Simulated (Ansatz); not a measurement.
**G0W0 on several functionals: LiNbO3 (R3c)**

One-shot GW is not self-consistent; how far does the start matter for LiNbO3 (R3c)?

Main program and level: Ansatz 0.2.0; G0W0 on several functionals, plane waves, PAW.

This is a report of a sequence of runs, with most program output left out.

In doubt: masses and optical values from hybrid runs of this build are listed as unsure (steps 3, 4), which bears on the screening that GW takes from such a start.

## 1. Starting point

The structure is trigonal, space group R3c (No. 161). The conventional cell has a = 5.152 Å, b = 5.152 Å, c = 13.869 Å, α = 90.00°, β = 90.00°, γ = 120.00°. Li has 6 O at 2.07 to 2.24 Å nearest. Nb has 6 O at 1.88 to 2.13 Å nearest. O has 2 Nb at 1.88 to 2.13 Å and 2 Li at 2.07 to 2.24 Å nearest. Farther neighbours and most contacts between anions are not listed.

The cell and positions come from the Crystallography Open Database and are kept as given unless a step says otherwise.

## 2. G0W0 on PBE

Now the one-shot GW correction: screening in the RPA, then the self-energy of the levels asked for. This step takes hard PAW files.

This step: G0W0 on PBE, plane waves, PAW.

input.yaml

```yaml
crystal:
  lattice:
    - [2.5758, 1.4871388234, 4.623]
    - [-2.5758, 1.4871388234, 4.623]
    - [0.0, -2.9742776468, 4.623]
  atoms:
    - { symbol: Li, position: [0.2815, 0.2815, 0.2815] }
    - { symbol: Li, position: [0.7815, 0.7815, 0.7815] }
    - { symbol: Nb, position: [5.5e-05, 5.5e-05, 5.5e-05] }
    - { symbol: Nb, position: [0.500055, 0.500055, 0.500055] }
    - { symbol: O, position: [0.11231, 0.35836, 0.71959] }
    - { symbol: O, position: [0.71959, 0.11231, 0.35836] }
    - { symbol: O, position: [0.35836, 0.71959, 0.11231] }
    - { symbol: O, position: [0.21959, 0.85836, 0.61231] }
    - { symbol: O, position: [0.85836, 0.61231, 0.21959] }
    - { symbol: O, position: [0.61231, 0.21959, 0.85836] }
kpoints:
  mp_grid: { grid: [4, 4, 4] }
hamiltonian:
  xc: pbe
  pseudopotentials: { kind: paw, source: ansatz }
scf:
  occupations: { method: fixed }
gw:
  n_empty_bands: 631
  ecut_chi: 190.0
  qp_bands: [v3, c3]
  qp_kpoints: band_edges
  screening: { model: contour_deformation }
```

Run with:

```sh
$ ansatz run input.yaml --threads 4 --pin off --max-ram 138240MiB --backend cuda --events-out ev --progress --plain --runs-dir out --devices 1 --max-vram 26GiB
```

Elapsed: 62 s, on 1 × NVIDIA H100 80GB HBM3 (shared by 3 runs) with 4 threads of AMD EPYC 7R13 (Zen 3), shared host; peak memory 3.1 GiB.

Numbers from this step:

```yaml
bands_summed: 665
rpa_eps_infinity_on_this_mesh_eigenvalues: 4.939, 5.149, 5.149
plane_waves_in_the_screening_matrix: 635
q_points_in_the_mesh: 64
g0w0_gap_on_the_mesh: 5.175 eV
k_of_the_valence_top: 0, 0, 0
k_of_the_conduction_bottom: 0, 0.25, -0.5
starting_gap_on_the_mesh: 3.614 eV
z_at_the_valence_top: 0.7291
z_at_the_conduction_bottom: 0.7744
least_direct_g0w0_gap_on_the_computed_points: 5.177 eV
```

The gap on the mesh goes from 3.61 eV to 5.18 eV, a correction of +1.56 eV. Between the two edge states, bare exchange in place of the xc potential would open the gap by 11.05 eV, and correlation takes back 9.49 eV.

## 3. G0W0 on HSE06

The same correction from a different start measures what one shot leaves open.

This step: G0W0 on HSE06, plane waves, PAW.

input.yaml: that of step 2 with these lines changed.

```diff
@@ -19,3 +19,3 @@
 hamiltonian:
-  xc: pbe
+  xc: hse06
   pseudopotentials: { kind: paw, source: ansatz }
```

The job ended after 4 min (1 × NVIDIA H100 80GB HBM3 (shared by 3 runs) with 4 threads; peak memory 3.6 GiB).

Numbers from this step:

```yaml
bands_summed: 665
rpa_eps_infinity_on_this_mesh_eigenvalues: 3.879, 4.056, 4.056
plane_waves_in_the_screening_matrix: 635
q_points_in_the_mesh: 64
g0w0_gap_on_the_mesh: 5.669 eV
k_of_the_valence_top: 0, 0, 0
k_of_the_conduction_bottom: 0, 0.25, -0.5
starting_gap_on_the_mesh: 5.062 eV
z_at_the_valence_top: 0.7691
z_at_the_conduction_bottom: 0.8081
least_direct_g0w0_gap_on_the_computed_points: 5.673 eV
```

Against the run with 4×4×4 mesh, 631 empty bands, screening to 190 eV, hard PAW files on PBE, the gap moves by +0.49 eV, while the start moved by +1.45 eV.

## 4. G0W0 on PBE0

This step: G0W0 on PBE0, plane waves, PAW.

input.yaml: that of step 3 with these lines changed.

```diff
@@ -19,3 +19,3 @@
 hamiltonian:
-  xc: hse06
+  xc: pbe0
   pseudopotentials: { kind: paw, source: ansatz }
```

Elapsed: 4.5 min, on 1 × NVIDIA H100 80GB HBM3 (shared by 3 runs) with 4 threads; peak memory 3.7 GiB.

Numbers from this step:

```
bands summed                                 : 665
RPA ε∞ on this mesh (eigenvalues)            : 3.652, 3.817, 3.817
plane waves in the screening matrix          : 635
G0W0 gap on the mesh                         : 5.911 eV
k of the valence top                         : 0, 0, 0
k of the conduction bottom                   : 0, 0.25, -0.5
starting gap on the mesh                     : 5.821 eV
least direct G0W0 gap on the computed points : 5.915 eV
```

Against the run with 4×4×4 mesh, 631 empty bands, screening to 190 eV, hard PAW files on HSE06, the gap moves by +0.24 eV, while the start moved by +0.76 eV.

## 5. Side by side

All on the 4×4×4 mesh with 631 empty bands and screening to 190 eV. Times are wall times on 1 × NVIDIA H100 80GB HBM3 (shared by 3 runs) with 4 threads of AMD EPYC 7R13 (Zen 3), shared host, good to a factor of about two.

```csv
start,starting gap (eV),shift (eV),G0W0 gap (eV),RPA ε∞ (harmonic mean),"Z (valence, conduction)",time
PBE,3.61,+1.56,5.18,5.08,"0.73, 0.77",62 s
HSE06,5.06,+0.61,5.67,4.00,"0.77, 0.81",4 min
PBE0,5.82,+0.09,5.91,3.76,"0.78, 0.82",4.5 min
```

The parts of the quasiparticle energy at the two band edges (eV; QP = start + Σx + Σc − Vxc):

```csv
run,edge,start,Σx,Σc,Vxc,Z,QP
PBE,valence top,7.24,-25.78,4.39,-20.67,0.73,6.53
PBE,conduction bottom,10.86,-13.70,-5.09,-19.64,0.77,11.70
HSE06,valence top,6.14,-25.82,3.95,-21.79,0.77,6.06
HSE06,conduction bottom,11.20,-13.20,-4.90,-18.62,0.81,11.72
PBE0,valence top,5.74,-25.83,3.80,-22.20,0.78,5.92
PBE0,conduction bottom,11.57,-13.18,-4.78,-18.21,0.82,11.83
```

For a hybrid start, Vxc holds its share of exact exchange.

## 6. Results

```json
{
 "G0W0@PBE": "5.18 eV (start 3.61 eV)",
 "G0W0@HSE06": "5.67 eV (start 5.06 eV)",
 "G0W0@PBE0": "5.91 eV (start 5.82 eV)",
 "known limits": "not at the basis limit; no spin-orbit coupling"
}
```

In words: The starting gaps span 2.21 eV and the G0W0 gaps 0.74 eV. Between PBE and PBE0, 0.74 eV of the 2.21 eV survives, 33 %. PBE0 screens less than PBE (ε∞ 3.76 against 5.08). Of the 0.74 eV by which its G0W0 gap is higher, the correlation part gives +0.91 eV, and exchange with the one-particle terms, which follow the orbitals, −0.17 eV. The smallest correction, +0.09 eV, is on PBE0, the start nearest to reproducing itself. Bands and cutoff are finite, so the gap is not at the basis limit. The miss can reach some tenths of an eV and take either sign; the mesh is an error of its own. The many-body steps are scalar-relativistic: spin-orbit coupling is not in them.

[Paths, hosts, dates, memory and timing lines, banners, echoed tables and standing remarks are left out of the program output.]

[Logs are printed without paths, hosts, clocks, repeated set-up lines and the standing remarks that a program may print on its own settings, such as how far it seeks lower states.]

[Runs of the session that timed out or met a known fault of the program may be left out.]

[Cells called generated may have been cut or substituted from an entry of the Crystallography Open Database or the Materials Project.]

[Hosts, paths, dates, database ids (printed as entryN), source tags and the programs' standing remarks are cut or masked in the printed files.]
